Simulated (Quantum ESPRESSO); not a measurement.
## MnS: parallel and opposed starts

Does MnS prefer parallel or opposed moments, or none?

Calculated with Quantum ESPRESSO 7.5; LDA; plane waves with GBRV 1.5 LDA potentials, no spin-orbit coupling.

Most raw output is cut from this account.

The database entry behind the starting cell differs from later determinations by our own check (an axis about 0.2 % short against later determinations), so it need not match the best structure at ambient conditions.

## (1) Set-up

The structure is cubic, space group Fm-3m (No. 225). The conventional cell has a = 5.209 Å, b = 5.209 Å, c = 5.209 Å, α = 90.00°, β = 90.00°, γ = 90.00°. Nearest to Mn lie 6 S at 2.60 Å. Nearest to S lie 6 Mn at 2.60 Å. Farther neighbours and most contacts between anions are not listed.

The cell comes from the Crystallography Open Database.

## (2) Run 1, typed as ferro +

The signs are those of the starting moments on the seeded atoms, the atoms that are given a moment.

Contents of pw.in:

```
&CONTROL
  calculation = 'scf'
  prefix = 'pwscf'
  outdir = './tmp'
  pseudo_dir = './pseudo'
  disk_io = 'nowf'
/
&SYSTEM
  ibrav = 0
  nat = 2
  ntyp = 2
  ecutwfc = 40
  ecutrho = 280
  nbnd = 19
  occupations = 'smearing'
  smearing = 'fd'
  degauss = 0.00367493
  nspin = 2
  starting_magnetization(1) = 0.3
  starting_magnetization(2) = 0
/
&ELECTRONS
  conv_thr = 4d-09
  electron_maxstep = 150
  mixing_beta = 0.3
/
ATOMIC_SPECIES
Mn     54.9380 mn_lda_v1.5.uspp.F.UPF
S      32.0600 s_lda_v1.4.uspp.F.UPF
CELL_PARAMETERS angstrom
   0.0000000000    2.6045000000    2.6045000000
   2.6045000000    0.0000000000    2.6045000000
   2.6045000000    2.6045000000    0.0000000000
ATOMIC_POSITIONS crystal
Mn      0.0000000000    0.0000000000    0.0000000000
S       0.5000000000    0.5000000000    0.5000000000
K_POINTS automatic
6 6 6 0 0 0
```

Started as:

```console
$ OMP_NUM_THREADS=1 mpirun -n 4 pw.x -nk 4 -in pw.in > pw.out
```

Elapsed: 3.9 s, on 4 MPI ranks of Arm Neoverse V2, shared host; peak memory 0.29 GiB.

Spin moment in the atom's sphere by atom:

```
atom  spin moment in the atom's sphere (μB)
 Mn1                                   4.06
  S2                                   0.13
```

Read from the output:

* smearing term TS: 0.008737 eV
* magnetization: 4.524 μB
* absolute magnetization: 4.524 μB
* final state: ferromagnetic

Spin density in the ac plane of the conventional cell at fractional y = 0.000, with atoms of Mn and S within 0.2 Å of it.

Ten even steps from '_' (0.0 e/Å³) to '@' (5.9 e/Å³), each cell a mean:
```
##::____________________..++
..________________________..
____________________________
____________________________
______________..____________
__________..++**::__________
__________..##@@--__________
____________::--..__________
____________________________
____________________________
____________________________
--..______________________::
@@--____________________..##
```
Columns run along a (5.2 Å), rows up along c (5.2 Å), edges of the conventional cell, whose origin can differ from the input's. Atoms in or near the plane, at fractional coordinates: Mn at (0.00, 0.00), Mn at (0.50, 0.50), S at (0.50, 0.00), S at (0.00, 0.50).

Valence density in the ac plane of the conventional cell at fractional y = 0.000, with atoms of Mn and S within 0.2 Å of it. It is the smooth field of the valence electrons, not physical close to the nuclei.

Values in e/Å³, 13 rows by 14 columns, each cell a mean:
```
15  6  1  0  1  1  1  1  1  1  0  0  2 12
 3  1  0  0  0  1  1  1  1  0  0  0  1  2
 0  0  0  0  0  0  0  0  0  0  0  0  0  0
 0  0  0  0  0  0  0  0  0  0  0  0  0  0
 1  1  0  0  0  0  2  2  1  0  0  0  1  1
 1  1  1  0  0  2 11 14  5  1  0  0  1  1
 1  1  1  0  0  3 16 15  9  1  0  1  1  1
 1  1  1  0  0  1  6  8  3  0  0  0  1  1
 1  1  0  0  0  0  1  1  0  0  0  0  0  1
 0  0  0  0  0  0  0  0  0  0  0  0  0  0
 1  0  0  0  0  0  1  1  0  0  0  0  0  1
 7  2  0  0  0  1  1  1  1  1  0  0  1  5
15  8  1  0  1  1  1  1  1  1  0  0  3 15
```
Columns run along a (5.2 Å), rows up along c (5.2 Å), edges of the conventional cell, whose origin can differ from the input's. Atoms in or near the plane, at fractional coordinates: Mn at (0.00, 0.00), Mn at (0.50, 0.50), S at (0.50, 0.00), S at (0.00, 0.50).

## (3) Run 2, typed as antiferro q=(0,1/2,1/2) +−

The cell is doubled to 4 atoms to hold this order. The wavevector q is in fractions of the reciprocal vectors of the crystal's primitive cell, as the cells of these inputs are built from it; moments change sign between cells as cos(2π q·R).

Contents of pw.in:

```
&CONTROL
  calculation = 'scf'
  prefix = 'pwscf'
  outdir = './tmp'
  pseudo_dir = './pseudo'
  disk_io = 'nowf'
/
&SYSTEM
  ibrav = 0
  nat = 4
  ntyp = 3
  ecutwfc = 40
  ecutrho = 280
  nbnd = 30
  occupations = 'smearing'
  smearing = 'fd'
  degauss = 0.00367493
  nspin = 2
  starting_magnetization(1) = 0.3
  starting_magnetization(2) = -0.3
  starting_magnetization(3) = 0
/
&ELECTRONS
  conv_thr = 8d-09
  electron_maxstep = 150
  mixing_beta = 0.3
/
ATOMIC_SPECIES
Mn1    54.9380 mn_lda_v1.5.uspp.F.UPF
Mn2    54.9380 mn_lda_v1.5.uspp.F.UPF
S      32.0600 s_lda_v1.4.uspp.F.UPF
CELL_PARAMETERS angstrom
   0.0000000000    2.6045000000    2.6045000000
   5.2090000000    0.0000000000    5.2090000000
   5.2090000000    2.6045000000    2.6045000000
ATOMIC_POSITIONS crystal
Mn1     0.0000000000    0.0000000000    0.0000000000
Mn2     0.0000000000    0.5000000000    0.0000000000
S       0.5000000000    0.0000000000    0.5000000000
S       0.5000000000    0.5000000000    0.5000000000
K_POINTS automatic
6 3 6 0 0 0
```

The job ended after 23 s (4 MPI ranks; peak memory 0.48 GiB; 90 s of CPU time).

Spin moment in the atom's sphere by atom:

```
atom  spin moment in the atom's sphere (μB)
 Mn1                                   4.06
 Mn2                                  -4.06
  S3                                  -0.05
  S4                                   0.05
```

Read from the output:

| Quantity | Value |
| --- | --- |
| smearing term TS | 0.007726 eV |
| magnetization | 0 μB |
| absolute magnetization | 8.818 μB |
| final state | antiferromagnetic |

Spin density in the ac plane of the conventional cell at fractional y = 0.000, with atoms of Mn and S within 0.2 Å of it.

Ten even steps from '0' (-5.9 e/Å³) to '9' (5.7 e/Å³), each cell a mean:
```
86555555555557
55555555555555
55555555555555
55555555555555
55555444445555
55554421345555
55554410345555
55554433445555
55555444455555
55555555555555
55555555555555
65555555555556
96555555555558
```
Columns run along a (5.2 Å), rows up along c (5.2 Å), edges of the conventional cell, whose origin can differ from the input's. Atoms in or near the plane, at fractional coordinates: Mn at (0.00, 0.00), Mn at (0.50, 0.50), S at (0.50, 0.00), S at (0.00, 0.50).

Valence density in the ac plane of the conventional cell at fractional y = 0.000, with atoms of Mn and S within 0.2 Å of it. It is the smooth field of the valence electrons, not physical close to the nuclei.

Ten steps, logarithmic in the rise over the least value, from '0' (0 e/Å³) to '9' (16 e/Å³), each cell a mean:
```
97312433431259
64101344321025
21000122210001
21000011100012
43210255310133
34312599731243
44322699831243
44311478621234
32100133200123
11000111100011
32001233210012
85212344421147
98312434432269
```
Columns run along a (5.2 Å), rows up along c (5.2 Å), edges of the conventional cell, whose origin can differ from the input's. Atoms in or near the plane, at fractional coordinates: Mn at (0.00, 0.00), Mn at (0.50, 0.50), S at (0.50, 0.00), S at (0.00, 0.50).

## (4) Run 3 (antiferro q=(0,0,1/2) +−)

The cell is doubled to 4 atoms to hold this order.

Changes to pw.in since step 3:

```diff
@@ -33,10 +33,10 @@
    0.0000000000    2.6045000000    2.6045000000
-   5.2090000000    0.0000000000    5.2090000000
-   5.2090000000    2.6045000000    2.6045000000
+   2.6045000000    0.0000000000    2.6045000000
+   5.2090000000    5.2090000000    0.0000000000
 ATOMIC_POSITIONS crystal
 Mn1     0.0000000000    0.0000000000    0.0000000000
-Mn2     0.0000000000    0.5000000000    0.0000000000
-S       0.5000000000    0.0000000000    0.5000000000
-S       0.5000000000    0.5000000000    0.5000000000
+Mn2     0.0000000000    0.0000000000    0.5000000000
+S       0.5000000000    0.5000000000    0.2500000000
+S       0.5000000000    0.5000000000    0.7500000000
 K_POINTS automatic
-6 3 6 0 0 0
+6 6 3 0 0 0
```

Elapsed: 14 s, on 4 MPI ranks; peak memory 0.44 GiB.

Spin moment in the atom's sphere by atom:

```
atom  spin moment in the atom's sphere (μB)
 Mn1                                   4.08
 Mn2                                  -4.08
  S3                                   0.00
  S4                                   0.00
```

This step gave:

```
smearing term TS       : 5.64e-5 eV
magnetization          : 0 μB
absolute magnetization : 8.714 μB
final state            : antiferromagnetic
```

## (5) Start 4: no spin polarisation

Contents of pw.in:

```
&CONTROL
  calculation = 'scf'
  prefix = 'pwscf'
  outdir = './tmp'
  pseudo_dir = './pseudo'
  disk_io = 'nowf'
/
&SYSTEM
  ibrav = 0
  nat = 2
  ntyp = 2
  ecutwfc = 40
  ecutrho = 280
  nbnd = 17
  occupations = 'smearing'
  smearing = 'fd'
  degauss = 0.00367493
/
&ELECTRONS
  conv_thr = 4d-09
  electron_maxstep = 150
  mixing_beta = 0.3
/
ATOMIC_SPECIES
Mn     54.9380 mn_lda_v1.5.uspp.F.UPF
S      32.0600 s_lda_v1.4.uspp.F.UPF
CELL_PARAMETERS angstrom
   0.0000000000    2.6045000000    2.6045000000
   2.6045000000    0.0000000000    2.6045000000
   2.6045000000    2.6045000000    0.0000000000
ATOMIC_POSITIONS crystal
Mn      0.0000000000    0.0000000000    0.0000000000
S       0.5000000000    0.5000000000    0.5000000000
K_POINTS automatic
6 6 6 0 0 0
```

The job ended after 2.7 s (4 MPI ranks; peak memory 0.27 GiB).

Numbers from this step:

```yaml
smearing_term_ts: 0.08044 eV
final_state: non-magnetic (no spin polarisation)
```

## (6) The states side by side

An order is kept where moments of 0.15 μB or more survive with the typed signs; meshes match where a doubled cell samples the same k points as the first cell.

Orders:

```
                     start        final state  typed order kept  energy over the lowest (meV a seeded atom)  largest site moment (μB)  net moment (μB a cell of the first run)  mesh matched  CPU time (s)
                   ferro +      ferromagnetic               yes                                       88.44                     4.057                                    4.524           yes         15.36
antiferro q=(0,1/2,1/2) +-  antiferromagnetic               yes                                       78.88                     4.061                                        0           yes         90.21
  antiferro q=(0,0,1/2) +-  antiferromagnetic               yes                                           0                     4.082                                        0           yes         56.32
      no spin polarisation       non-magnetic                 -                                        1916                         0                                        0           yes         10.52
```

## (7) Energy mapping

E = −Σ J e·e over ordered pairs of unit vectors, so each pair counts twice. As many shells are taken as there are differences of energy, so the couplings are solved for and no residual tests the model; further shells are folded in, and shells whose pairs keep their relative signs in all orders cancel and are not probed. Couplings from the energies:

```
 pair  distance (Å)  neighbours an atom  J (meV)
Mn-Mn         3.683                  12  -0.5976
Mn-Mn         5.209                   6   -6.773
```

## (8) Summary of results

```yaml
lowest_state_found: antiferromagnetic (from antiferro q=(0,0,1/2) +-)
largest_site_moment: 4.08 μB
next_state_with_moments: antiferromagnetic, 78.9 meV a seeded atom higher
state_without_moments: 1916 meV a seeded atom higher
j_of_the_weightiest_shell: -6.77 meV
```

Forming the moments gains more than four times the spread of the orders, as local moments do. The largest moment changes by 0.63 % between the kept orders, as for well localised moments. This is the lowest of 4 collinear or spinless starts, no proof of the ground state. No Hubbard term acts here. In such compounds local and semilocal functionals without one often delocalise the d electrons, and can shrink or lose moments and miss the size, sign and order of the couplings.

[Logs and program files are shortened in this print: banners, set-up blocks, solver, clock and traceback lines can be left out without a mark of their own.]

[Logs are printed without paths, hosts, clocks, repeated set-up lines and the standing remarks that a program may print on its own settings, such as how far it seeks lower states.]

[Hosts, paths, dates, database ids (printed as entryN), source tags and the programs' standing remarks are cut or masked in the printed files.]

[Where a cell is said to come from a database of computed structures, the database is the Materials Project.]
